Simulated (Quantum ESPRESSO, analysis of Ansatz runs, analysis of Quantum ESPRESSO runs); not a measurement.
# Vacancy with two H in Ge: local vibrational mode against experiment (Quantum ESPRESSO), part 2 of 2

How near does this set-up come to the measured local vibrational mode? Subject: vacancy with two H in Ge. Set-up: LDA, GBRV 1.5 LDA, 32-site cell, LDA lattice, k: the single point 1/4 1/4 1/4. The model is a cell of 32 host atoms with 1 Ge taken out and 2 H put in. The frequencies come from force constants among the defect atom and its neighbours, with the masses of the isotopes named. A local or semilocal functional is the cheapest first rung.

Quantum ESPRESSO 7.5; LDA, GBRV 1.5 LDA, 32-site cell, LDA lattice, k: the single point 1/4 1/4 1/4.

So far. Step 2 (Relaxation, charge 0): Neighbours of the added atoms: H32: Ge22 1.53, H33 1.70, Ge31 2.84 Å; H33: Ge25 1.53, H32 1.70, Ge26 2.84 Å.

### Step 3. Atom Ge22 moved by 0.015 A along x

Force constants come from the forces after small displacements. One such run is shown.

This step: Quantum ESPRESSO plane-wave DFT, LDA, GBRV 1.5 LDA potentials; single point of a defect supercell.

pw.in

```
&CONTROL
  calculation = 'scf'
  prefix = 'pwscf'
  outdir = './tmp'
  pseudo_dir = './pseudo'
  tprnfor = .true.
  disk_io = 'low'
/
&SYSTEM
  ibrav = 0
  nat = 33
  ntyp = 2
  ecutwfc = 45
  ecutrho = 360
  nbnd = 222
  occupations = 'smearing'
  smearing = 'fd'
  degauss = 0.00073499
  nosym = .true.
/
&ELECTRONS
  conv_thr = 1d-10
  electron_maxstep = 100
  mixing_beta = 0.5
/
ATOMIC_SPECIES
Ge    72.6300 ge_lda_v1.4.uspp.F.UPF
H      1.0080 h_lda_v1.4.uspp.F.UPF
CELL_PARAMETERS angstrom
  -5.6137325727    5.6137325727    5.6137325727
   5.6137325727   -5.6137325727    5.6137325727
   5.6137325727    5.6137325727   -5.6137325727
ATOMIC_POSITIONS crystal
Ge     0.0008245082    0.0010422864    0.5001901373
Ge    -0.0061636197    0.2470111223    0.2465037290
[... 1 atom line left out ...]
Ge     0.0012272330    0.7538679939    0.7489749017
[... 1 atom line left out ...]
Ge     0.2630895587    0.2633220679    0.0194943157
[... 1 atom line left out ...]
Ge     0.2528523251    0.7537567526    0.5002234357
[... 4 atom lines left out ...]
Ge     0.7536035245    0.2530074224    0.5002464516
Ge     0.7524708154    0.5051539508    0.2514952284
Ge     0.7438057061    0.7440433989   -0.0191345484
[... 6 atom lines left out ...]
Ge     0.2330038575    0.5013268985    0.5015989236
[... 2 atom lines left out ...]
Ge     0.4997815908    0.2332015564    0.5001944099
Ge     0.5189101165    0.5191812566    0.2811285445
[... 4 atom lines left out ...]
Ge     0.7380180773    0.7382503523    0.7192754688
H      0.3896692162    0.4969702632    0.5002436013
H      0.4969695532    0.3898853347    0.5000198373
K_POINTS crystal
1
0.25 0.25 0.25 1.0
```

On the command line:

```console
> OMP_NUM_THREADS=1 pw.x -in pw.in > pw.out
```

The program printed:

```text
[banner, memory and clock lines left out]
          URL

     G-vector sticks info

     bravais-lattice index     =            0
     lattice parameter (alat)  =      18.3743  a.u.
     unit-cell volume          =    4775.4220 (a.u.)^3
     number of atoms/cell      =           33
     number of atomic types    =            2
     number of electrons       =       436.00
     number of Kohn-Sham states=          222
     kinetic-energy cutoff     =      45.0000  Ry
     charge density cutoff     =     360.0000  Ry
     scf convergence threshold =      1.0E-10
     mixing beta               =       0.5000
     number of iterations used =            8  plain     mixing
     Exchange-correlation=  SLA  PZ   NOGX NOGC
                           (   1   1   0   0   0   0   0)

     celldm(1)=  18.374317  celldm(2)=   0.000000  celldm(3)=   0.000000
     celldm(4)=   0.000000  celldm(5)=   0.000000  celldm(6)=   0.000000

     crystal axes: (cart. coord. in units of alat)
               a(1) = (  -0.577350   0.577350   0.577350 )
               a(2) = (   0.577350  -0.577350   0.577350 )
               a(3) = (   0.577350   0.577350  -0.577350 )

     reciprocal axes: (cart. coord. in units 2 pi/alat)
               b(1) = ( -0.000000  0.866025  0.866025 )
               b(2) = (  0.866025 -0.000000  0.866025 )
               b(3) = (  0.866025  0.866025  0.000000 )

     PseudoPot. # 1 for Ge read from file:
     ge_lda_v1.4.uspp.F.UPF
     Pseudo is Ultrasoft + core correction, Zval = 14.0
     Generated by new atomic code, or converted to UPF format
     Using radial grid of  873 points,  6 beta functions with:
                l(1) =   0
                l(2) =   0
                l(3) =   1
                l(4) =   1
                l(5) =   2
                l(6) =   2
     Q(r) pseudized with  8 coefficients,  rinner =    1.400   1.400   1.400
                                                       1.400   1.400

     PseudoPot. # 2 for H  read from file:
     h_lda_v1.4.uspp.F.UPF
     Pseudo is Ultrasoft, Zval =  1.0
     Generated by new atomic code, or converted to UPF format
     Using radial grid of  615 points,  2 beta functions with:
                l(1) =   0
                l(2) =   0
     Q(r) pseudized with  8 coefficients,  rinner =    0.700

     atomic species   valence    mass     pseudopotential
     Ge               14.00    72.63000     Ge( 1.00)
     H                 1.00     1.00800     H ( 1.00)

     No symmetry found

   Cartesian axes

     site n.     atom                  positions (alat units)
         1        Ge     tau(   1) = (   0.2889106   0.2886592  -0.2877071  )
         2        Ge     tau(   2) = (   0.2884895  -0.0038515  -0.0032656  )
         3        Ge     tau(   3) = (   0.2889787  -0.2886678   0.2891476  )
         4        Ge     tau(   4) = (   0.8669582  -0.0021165   0.0035336  )
         5        Ge     tau(   5) = (  -0.0035879   0.2882095  -0.0032121  )
         6        Ge     tau(   6) = (   0.0113893   0.0111208   0.2926688  )
         7        Ge     tau(   7) = (   0.5815170   0.2891194  -0.0032225  )
         8        Ge     tau(   8) = (   0.5780014  -0.0003932   0.2923619  )
         9        Ge     tau(   9) = (  -0.2884255   0.2886748   0.2890812  )
        10        Ge     tau(  10) = (   0.2894123   0.5811423  -0.0031913  )
[...]
27        Ge     tau(  27) = (   0.1422042  -0.1453290   0.7244850  )
        28        Ge     tau(  28) = (  -0.1426278   0.7202341   0.1493961  )
        29        Ge     tau(  29) = (  -0.1431660   0.4297538   0.4338996  )
        30        Ge     tau(  30) = (  -0.1450004   0.1419002   0.7244800  )
        31        Ge     tau(  31) = (   0.4154080   0.4151398   0.4370501  )
        32        H      tau(  32) = (   0.3507661   0.2268655   0.2230858  )
        33        H      tau(  33) = (   0.2268615   0.3505117   0.2233393  )

     number of k points=     1  Fermi-Dirac smearing, width (Ry)=  0.0007
                       cart. coord. in units 2pi/alat
        k(    1) = (   0.4330127   0.4330127   0.4330127), wk =   2.0000000

     Dense  grid:   550933 G-vectors     FFT dimensions: ( 120, 120, 120)

     Smooth grid:   194469 G-vectors     FFT dimensions: (  80,  80,  80)

     Initial potential from superposition of free atoms

     starting charge     435.9779, renormalised to     436.0000
     Starting wfcs are  281 randomized atomic wfcs

     Self-consistent Calculation

     iteration #  1     ecut=    45.00 Ry     beta= 0.50
     Davidson diagonalization with overlap
     ethr =  1.00E-02,  avg # of iterations =  2.0

     Threshold (ethr) on eigenvalues was too large:
     Diagonalizing with lowered threshold

     Davidson diagonalization with overlap
     ethr =  1.54E-04,  avg # of iterations =  2.0

     total energy              =   -6607.55254948 Ry
     estimated scf accuracy    <       0.70906885 Ry

     iteration #  2     ecut=    45.00 Ry     beta= 0.50
     Davidson diagonalization with overlap
     ethr =  1.63E-04,  avg # of iterations =  2.0

     total energy              =   -6607.54056345 Ry
     estimated scf accuracy    <       0.11481747 Ry

     iteration #  3     ecut=    45.00 Ry     beta= 0.50
     Davidson diagonalization with overlap
     ethr =  2.63E-05,  avg # of iterations =  2.0

     total energy              =   -6607.54668194 Ry
     estimated scf accuracy    <       0.01145588 Ry

     iteration #  4     ecut=    45.00 Ry     beta= 0.50
     Davidson diagonalization with overlap
     ethr =  2.63E-06,  avg # of iterations =  8.0

     total energy              =   -6607.54886669 Ry
     estimated scf accuracy    <       0.00268540 Ry

     iteration #  5     ecut=    45.00 Ry     beta= 0.50
     Davidson diagonalization with overlap
     ethr =  6.16E-07,  avg # of iterations =  4.0

     total energy              =   -6607.54934378 Ry
     estimated scf accuracy    <       0.00027414 Ry

     iteration #  6     ecut=    45.00 Ry     beta= 0.50
     Davidson diagonalization with overlap
     ethr =  6.29E-08,  avg # of iterations =  4.0

     total energy              =   -6607.54937973 Ry
     estimated scf accuracy    <       0.00006631 Ry

     iteration #  7     ecut=    45.00 Ry     beta= 0.50
     Davidson diagonalization with overlap
     ethr =  1.52E-08,  avg # of iterations =  3.0

     total energy              =   -6607.54939279 Ry
     estimated scf accuracy    <       0.00000742 Ry

     iteration #  8     ecut=    45.00 Ry     beta= 0.50
     Davidson diagonalization with overlap
     ethr =  1.70E-09,  avg # of iterations =  5.0

     total energy              =   -6607.54939445 Ry
     estimated scf accuracy    <       0.00000182 Ry

     iteration #  9     ecut=    45.00 Ry     beta= 0.50
     Davidson diagonalization with overlap
     ethr =  4.17E-10,  avg # of iterations =  4.0

     total energy              =   -6607.54939478 Ry
     estimated scf accuracy    <       0.00000132 Ry

     iteration # 10     ecut=    45.00 Ry     beta= 0.50
     Davidson diagonalization with overlap
     ethr =  3.04E-10,  avg # of iterations =  3.0

     total energy              =   -6607.54939498 Ry
     estimated scf accuracy    <       0.00000006 Ry

     iteration # 11     ecut=    45.00 Ry     beta= 0.50
     Davidson diagonalization with overlap
     ethr =  1.43E-11,  avg # of iterations =  5.0

     total energy              =   -6607.54939500 Ry
     estimated scf accuracy    <       0.00000002 Ry

     iteration # 12     ecut=    45.00 Ry     beta= 0.50
     Davidson diagonalization with overlap
     ethr =  5.27E-12,  avg # of iterations =  3.0

     total energy              =   -6607.54939505 Ry
     estimated scf accuracy    <          1.9E-09 Ry

     iteration # 13     ecut=    45.00 Ry     beta= 0.50
     Davidson diagonalization with overlap
     ethr =  4.39E-13,  avg # of iterations =  5.0

     total energy              =   -6607.54939505 Ry
     estimated scf accuracy    <          6.7E-10 Ry

     iteration # 14     ecut=    45.00 Ry     beta= 0.50
     Davidson diagonalization with overlap
     ethr =  1.54E-13,  avg # of iterations =  3.0

     total energy              =   -6607.54939505 Ry
     estimated scf accuracy    <          1.2E-10 Ry

     iteration # 15     ecut=    45.00 Ry     beta= 0.50
     Davidson diagonalization with overlap
     ethr =  1.00E-13,  avg # of iterations =  2.0

     End of self-consistent calculation

          k = 0.4330 0.4330 0.4330 ( 24424 PWs)   bands (ev):

   -16.8796 -16.8764 -16.8696 -16.8644 -16.8632 -16.8498 -16.8468 -16.8449
   -16.8433 -16.8409 -16.8309 -16.8253 -16.8241 -16.8199 -16.8183 -16.8172
   -16.8150 -16.8108 -16.8069 -16.8007 -16.7988 -16.7981 -16.7952 -16.7912
   -16.7907 -16.7878 -16.7867 -16.7837 -16.7828 -16.7734 -16.7716 -16.7711
   -16.7698 -16.7635 -16.7629 -16.7611 -16.7578 -16.7518 -16.7496 -16.7444
   -16.7437 -16.7410 -16.7346 -16.7332 -16.7294 -16.7291 -16.7282 -16.7242
   -16.7167 -16.7088 -16.7056 -16.7012 -16.6993 -16.6976 -16.6965 -16.6855
   -16.6852 -16.6781 -16.6765 -16.6753 -16.6707 -16.6669 -16.6655 -16.6653
   -16.6636 -16.6627 -16.6564 -16.6507 -16.6488 -16.6485 -16.6466 -16.6446
   -16.6412 -16.6393 -16.6380 -16.6329 -16.6324 -16.6307 -16.6304 -16.6297
[...]
0.6578   0.6595   0.6872   0.6919   0.7141   0.9609   2.0196   3.2994
     3.3557   3.4248   3.7334   4.1785   4.2596   4.2972   4.3013   4.3048
     4.3279   4.3376   4.3900   4.3936   4.4389   4.7203   4.8539   5.5518
     5.6036   5.6687   5.6754   5.6884   5.7016   5.7077   5.7298   5.7599
     5.7670   6.2135   6.4044   7.0710   7.2001   7.2209   7.2642   7.2785
     7.2936   7.5817   8.1440   8.7732   8.8381   8.8795

     the Fermi energy is     7.8641 ev

!    total energy              =   -6607.54939505 Ry
     estimated scf accuracy    <          7.9E-12 Ry
     smearing contrib. (-TS)   =      -0.00000000 Ry
     internal energy E=F+TS    =   -6607.54939505 Ry

     The total energy is F=E-TS. E is the sum of the following terms:
     one-electron contribution =   -4380.40994098 Ry
     hartree contribution      =    2585.31263869 Ry
     xc contribution           =   -1777.05064343 Ry
     ewald contribution        =   -3035.40144933 Ry

     convergence has been achieved in  15 iterations

     Forces acting on atoms (cartesian axes, Ry/au):

     atom    1 type  1   force =    -0.00000725    0.00017443   -0.00012266
     atom    2 type  1   force =     0.00184299    0.00108102    0.00120140
     atom    3 type  1   force =    -0.00003481   -0.00009690   -0.00037989
     atom    4 type  1   force =    -0.00007836    0.00013924    0.00011984
     atom    5 type  1   force =    -0.00011974    0.00013807   -0.00020534
     atom    6 type  1   force =    -0.00010879   -0.00026735    0.00013899
     atom    7 type  1   force =     0.00171338    0.00128356   -0.00122950
     atom    8 type  1   force =     0.00192707   -0.00130436    0.00155261
     atom    9 type  1   force =     0.00012365   -0.00013112   -0.00004159
     atom   10 type  1   force =    -0.00000045    0.00021065    0.00001290
[...]
atom   29 type  1   force =    -0.00007337   -0.00014443   -0.00011913
     atom   30 type  1   force =    -0.00008942    0.00030843   -0.00007408
     atom   31 type  1   force =    -0.00000132   -0.00015241    0.00011744
     atom   32 type  2   force =     0.00312058   -0.00250983   -0.00270246
     atom   33 type  2   force =     0.00032014   -0.00026909   -0.00015453

     Total force =     0.011061     Total SCF correction =     0.000016
```

Run time: 8.3 min. Hardware: 1 thread of Arm Neoverse V1, shared host; peak memory 2.8 GiB.

At this level the gap is 0.56 eV on the k-mesh of the self-consistent run, which can miss the band edges.

### Step 4. Local vibrational modes

Analysis of the runs above: force constants by central differences of Quantum ESPRESSO plane-wave DFT, LDA, GBRV 1.5 LDA potentials forces among the atoms nearest to a defect, the others at rest.

The modes with the largest weight on the probed atoms (the light atom of a pair), for the masses of each isotope. Modes of the displaced atoms (local only where they lie over the host's phonons):

```csv
isotopes,mode (cm⁻¹),share of the defect atoms
H,2066,0.987
H,2055,0.988
H,520.9,0.984
H,508.6,0.987
H,492.2,0.977
H,484.5,0.975
D,1471,0.975
D,1462,0.977
D,372.1,0.954
D,362.7,0.961
D,353.1,0.931
D,348,0.925
```

### Step 5. Outcome

```yaml
distance_from_the_defect_atom_to_its_nearest_neighbour: 1.533 Å
upper_ge_h_stretch: 2066 cm⁻¹
lower_ge_h_stretch: 2055 cm⁻¹
```

Upper Ge-H stretch: computed 2066 cm⁻¹, measured 1992.6 cm⁻¹; 74 cm⁻¹ (4 %) above the measurement. Lower Ge-H stretch: computed 2055 cm⁻¹, measured 1979.5 cm⁻¹; 76 cm⁻¹ (4 %) above the measurement. The computed value is harmonic, while the measured line is the anharmonic fundamental, which for X–H stretches usually lies a few per cent lower. Only the named neighbours move, so modes near the host's band are approximate.

[Logs are printed without paths, hosts, clocks, repeated set-up lines and the standing remarks that a program may print on its own settings, such as how far it seeks lower states.]

[Hosts, paths, dates, database ids (printed as entryN), source tags and the programs' standing remarks are cut or masked in the printed files.]

[For some hosts the program warned that the k-mesh of the response run may be too coarse for force constants and the static dielectric constant; such warnings are not shown here.]
